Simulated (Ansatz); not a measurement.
# Mg (P6_3/mmc): phonon-mediated transition temperature

What Tc do the phonons of Mg (P6_3/mmc) give, and how does it depend on μ*? The cell shown first is a relaxed one, from steps not shown here.

Main program and level: Ansatz 0.2.0; DFT PBE, scalar-relativistic, plane waves, PseudoDojo norm-conserving pseudopotentials, in the first sound run; inputs show where later runs differ.

Report form: the programs' logs are mostly left out.

### Step 1. The cell after earlier relaxation steps

Symmetry: P6_3/mmc, No. 194, hexagonal system. Conventional cell: a = 3.208 Å, b = 3.208 Å, c = 5.152 Å, α = 90.00°, β = 90.00°, γ = 120.00°. Nearest to Mg lie 12 Mg at 3.17 to 3.21 Å.

### Step 2. Resistivity: PseudoDojo files

The run that gives the couplings also evaluates McMillan's and Allen and Dynes's formulas and, where asked, the Eliashberg equations, over a range of μ*.

File input.yaml:

```yaml
crystal:
  lattice:
    - [3.2084109614, 0.0, 0.0]
    - [-1.6042054807, 2.7785653984, 0.0]
    - [0.0, 0.0, 5.1524366256]
  atoms:
    - { symbol: Mg, position: [0.3333333333, 0.6666666667, 0.25] }
    - { symbol: Mg, position: [0.6666666667, 0.3333333333, 0.75] }
kpoints:
  mp_grid: { grid: [9, 9, 4] }
hamiltonian:
  xc: pbe
  pseudopotentials: { kind: nc, accuracy: standard }
scf:
  occupations: { method: methfessel_paxton, width: 0.2 }
output:
  eigenvalues: true
phonons:
  method: dfpt
  qmesh: [3, 3, 1]
  temperatures: { t_max: 1000, t_step: 50 }
  qpath:
    path:
      - [[0.0, 0.0, 0.0], [0.5, 0.0, 0.0], [0.33333333, 0.33333333, 0.0], [0.0, 0.0, 0.0], [0.0, 0.0, 0.5], [0.5, 0.0, 0.5], [0.33333333, 0.33333333, 0.5], [0.0, 0.0, 0.5]]
      - [[0.5, 0.0, 0.5], [0.5, 0.0, 0.0]]
      - [[0.33333333, 0.33333333, 0.5], [0.33333333, 0.33333333, 0.0]]
    npoints: 10
  electrical_resistivity:
    mesh: [12, 12, 8]
    temperatures: [20.0, 50.0, 80.0, 100.0, 150.0, 200.0, 273.0, 300.0, 400.0, 500.0, 600.0, 800.0]
  superconductivity: { mesh: [12, 12, 8], eliashberg_equations: false }
```

Launch:

```sh
> ansatz run input.yaml --threads 4 --pin off --max-ram 10240MiB --backend cpu --events-out ev --progress --plain --runs-dir out
```

Wall time 99 s (4 threads of Arm Neoverse V2, shared host); peak memory 1.3 GiB; 6.4 min of CPU time.

Numbers from this step:

| Item | Value |
| --- | --- |
| volume per atom | 22.97 Å³ |
| metallic on mesh | yes |
| gap on the k-mesh | 0 eV |
| zero point energy | 0.06204 eV/cell |
| share of imaginary modes in the plain interpolation between solved wavevectors | 0 |
| highest frequency, solved or plainly interpolated | 265.1 cm⁻¹ |
| Debye temperature (second moment) | 319 K |
| resistivity at 300 K | 4.887 μΩ cm, mean of the axes |
| coupling constant λ | 0.2567 |
| density of states at the Fermi level | 0.3954 states/eV a spin and cell |
| log mean phonon energy ħω_log | 19.61 meV |
| transport coupling constant λ_tr | 0.2113, 0.2113, 0.2129 (xx, yy, zz) |
| Drude plasma energy | 7.013, 7.013, 6.973 eV (xx, yy, zz) |
| resistivity times mean free path | 10.8, 10.8, 12.07 × 10⁻¹⁶ Ω m² (xx, yy, zz) |
| second-moment phonon energy ħω₂ | 21.70 meV |
| coupling λ by branch | 0.0273, 0.0393, 0.0415, 0.0413, 0.0503, 0.0571 (branches by rank of frequency) |

An empty cell: under 1 mK by a formula, or no transition down to the floor of the Eliashberg search. Transition temperatures:

| μ* | McMillan Tc (K) | Allen–Dynes Tc (K) |
| --- | --- | --- |
| 0.08 | 0.0656 | 0.0661 |
| 0.1 | 0.0176 | 0.0178 |
| 0.12 | 0.00283 | 0.00285 |
| 0.13 | - | - |
| 0.14 | - | - |
| 0.16 | - | - |
| 0.2 | - | - |

### Step 3. Electron–phonon run: finite displacements

Finite displacements in a supercell are the other road to force constants and couplings; here with the base functional.

This step: DFT PBE, scalar-relativistic, plane waves, PAW (Ansatz 0.2.0).

Changes to input.yaml since step 2:

```diff
@@ -2,5 +2,5 @@
   lattice:
-    - [3.2084109614, 0.0, 0.0]
-    - [-1.6042054807, 2.7785653984, 0.0]
-    - [0.0, 0.0, 5.1524366256]
+    - [3.207830988, 0.0, 0.0]
+    - [-1.603915494, 2.7780631267, 0.0]
+    - [0.0, 0.0, 5.152009533]
   atoms:
@@ -12,3 +12,2 @@
   xc: pbe
-  pseudopotentials: { kind: nc, accuracy: standard }
 scf:
@@ -18,4 +17,4 @@
 phonons:
-  method: dfpt
-  qmesh: [3, 3, 1]
+  method: fd
+  supercell: [3, 3, 1]
   temperatures: { t_max: 1000, t_step: 50 }
```

The job ended after 39 s (4 threads; peak memory 1.6 GiB; 2.4 min of CPU time).

Numbers from this step:

| Quantity | Value |
| --- | --- |
| volume per atom | 22.96 Å³ |
| zero point energy | 0.06213 eV/cell |
| highest frequency, solved or plainly interpolated | 265.2 cm⁻¹ |
| resistivity at 300 K | 4.857 μΩ cm, mean of the axes |
| coupling constant λ | 0.2557 |
| density of states at the Fermi level | 0.3963 states/eV a spin and cell |
| log mean phonon energy ħω_log | 19.66 meV |
| transport coupling constant λ_tr | 0.2102, 0.2102, 0.2116 (xx, yy, zz) |
| Drude plasma energy | 7.015, 7.015, 6.973 eV (xx, yy, zz) |
| resistivity times mean free path | 10.77, 10.77, 12.05 × 10⁻¹⁶ Ω m² (xx, yy, zz) |
| second-moment phonon energy ħω₂ | 21.74 meV |
| coupling λ by branch | 0.027, 0.039, 0.0413, 0.0411, 0.0502, 0.057 (branches by rank of frequency) |

An empty cell: under 1 mK by a formula, or no transition down to the floor of the Eliashberg search. Transition temperatures:

| μ* | McMillan Tc (K) | Allen–Dynes Tc (K) |
| --- | --- | --- |
| 0.08 | 0.0632 | 0.0637 |
| 0.1 | 0.0168 | 0.0169 |
| 0.12 | 0.00263 | 0.00264 |
| 0.13 | - | - |
| 0.14 | - | - |
| 0.16 | - | - |
| 0.2 | - | - |

### Step 4. Electron–phonon run: r2SCAN at its own relaxed cell

The functional sets the lattice constant, the bands and the force constants.

This step: DFT r2SCAN, scalar-relativistic, plane waves, PAW (Ansatz 0.2.0).

Changes to input.yaml since step 3:

```diff
@@ -2,5 +2,5 @@
   lattice:
-    - [3.207830988, 0.0, 0.0]
-    - [-1.603915494, 2.7780631267, 0.0]
-    - [0.0, 0.0, 5.152009533]
+    - [3.1903931104, 0.0, 0.0]
+    - [-1.5951965552, 2.7629614816, 0.0]
+    - [0.0, 0.0, 5.1173917178]
   atoms:
@@ -11,3 +11,3 @@
 hamiltonian:
-  xc: pbe
+  xc: r2scan
 scf:
@@ -17,4 +17,4 @@
 phonons:
-  method: fd
-  supercell: [3, 3, 1]
+  method: dfpt
+  qmesh: [3, 3, 1]
   temperatures: { t_max: 1000, t_step: 50 }
```

It took 98 s on 4 threads; peak memory 1.6 GiB; 6.3 min of CPU time.

This step gave:

```
volume per atom                                   : 22.55 Å³
zero point energy                                 : 0.06692 eV/cell
highest frequency, solved or plainly interpolated : 278 cm⁻¹
Debye temperature (second moment)                 : 344 K
resistivity at 300 K                              : 4.698 μΩ cm, mean of the axes
coupling constant λ                               : 0.2254
density of states at the Fermi level              : 0.3518 states/eV a spin and cell
log mean phonon energy ħω_log                     : 20.37 meV
transport coupling constant λ_tr                  : 0.1924, 0.1924, 0.195 (xx, yy, zz)
Drude plasma energy                               : 6.812, 6.812, 6.768 eV (xx, yy, zz)
resistivity times mean free path                  : 11.72, 11.72, 13.26 × 10⁻¹⁶ Ω m² (xx, yy, zz)
second-moment phonon energy ħω₂                   : 22.89 meV
coupling λ by branch                              : 0.0285, 0.0376, 0.0353, 0.0342, 0.0417, 0.0483 (branches by rank of frequency)
```

An empty cell: under 1 mK by a formula, or no transition down to the floor of the Eliashberg search. Transition temperatures:

| μ* | McMillan Tc (K) | Allen–Dynes Tc (K) |
| --- | --- | --- |
| 0.08 | 0.0149 | 0.015 |
| 0.1 | 0.00213 | 0.00215 |
| 0.12 | - | - |
| 0.13 | - | - |
| 0.14 | - | - |
| 0.16 | - | - |
| 0.2 | - | - |

The Eliashberg function α²F has structure finer than the step of the table below, so its rows give means over 2 meV, whole bins alone (the curve runs from 0.135 to 34.3 meV). Peaks (meV: height): α²F 24.9: 0.245, 26.5: 0.226, 27.9: 0.383; α²F tr 24.9: 0.212, 26.5: 0.181, 27.9: 0.305.

The Eliashberg function α²F by phonon energy; means over each step:

| phonon energy (meV) | α²F | α²F tr |
| --- | --- | --- |
| 2 | 1.8e-4 | 1.2e-4 |
| 4 | 0.00240 | 0.00173 |
| 6 | 0.00660 | 0.00511 |
| 8 | 0.0122 | 0.00936 |
| 10 | 0.0166 | 0.0143 |
| 12 | 0.0228 | 0.0214 |
| 14 | 0.0354 | 0.0345 |
| 16 | 0.0456 | 0.0475 |
| 18 | 0.0702 | 0.0718 |
| 20 | 0.104 | 0.0943 |
| 22 | 0.122 | 0.108 |
| 24 | 0.170 | 0.142 |
| 26 | 0.172 | 0.141 |
| 28 | 0.293 | 0.231 |
| 30 | 0.141 | 0.105 |
| 32 | 0.0191 | 0.0134 |

### Step 5. Summary of results

```json
{
  "meshes": "q 3×3×1, k 9×9×4, scattering 12×12×8",
  "coupling constant λ": "0.225",
  "log mean phonon energy ħω_log": "20.4 meV",
  "Allen–Dynes Tc at μ* = 0.1": "0.00215 K"
}
```

**Reading.** In the last run (r2SCAN, q 3×3×1, k 9×9×4, scattering 12×12×8), with λ = 0.23 and ħω_log = 20.4 meV, Tc at μ* = 0.13 is under 1 mK by the formulas. Wikipedia's list of superconducting elements holds no transition of Mg at normal pressure, in line with the calculation. In that run Allen and Dynes's formula gives no transition above 0.05 K at μ* = 0.10 or more. By the run's own test λ is not converged in the fine mesh: it moves by 3 % between the two finest, and by up to 9 % in the other runs. The run's transport test calls it not converged in the mesh; ρ(300 K) moves by 106 % in the component that moves most. These meshes are coarse. Over the runs, λ takes the values 0.257, 0.256 and 0.225, in the order shown. The q mesh has one point along an axis, so branches along it are rough.  μ* is a typed number, phonons are harmonic, and spin fluctuations are left out; with λ this near or under μ*(1 + 0.62 λ), the formulas give Tc only to its order of magnitude, or none.

[Logs are printed without paths, hosts, clocks, repeated set-up lines and the standing remarks that a program may print on its own settings, such as how far it seeks lower states.]

[Hosts, paths, dates, database ids (printed as entryN), source tags and the programs' standing remarks are cut or masked in the printed files.]
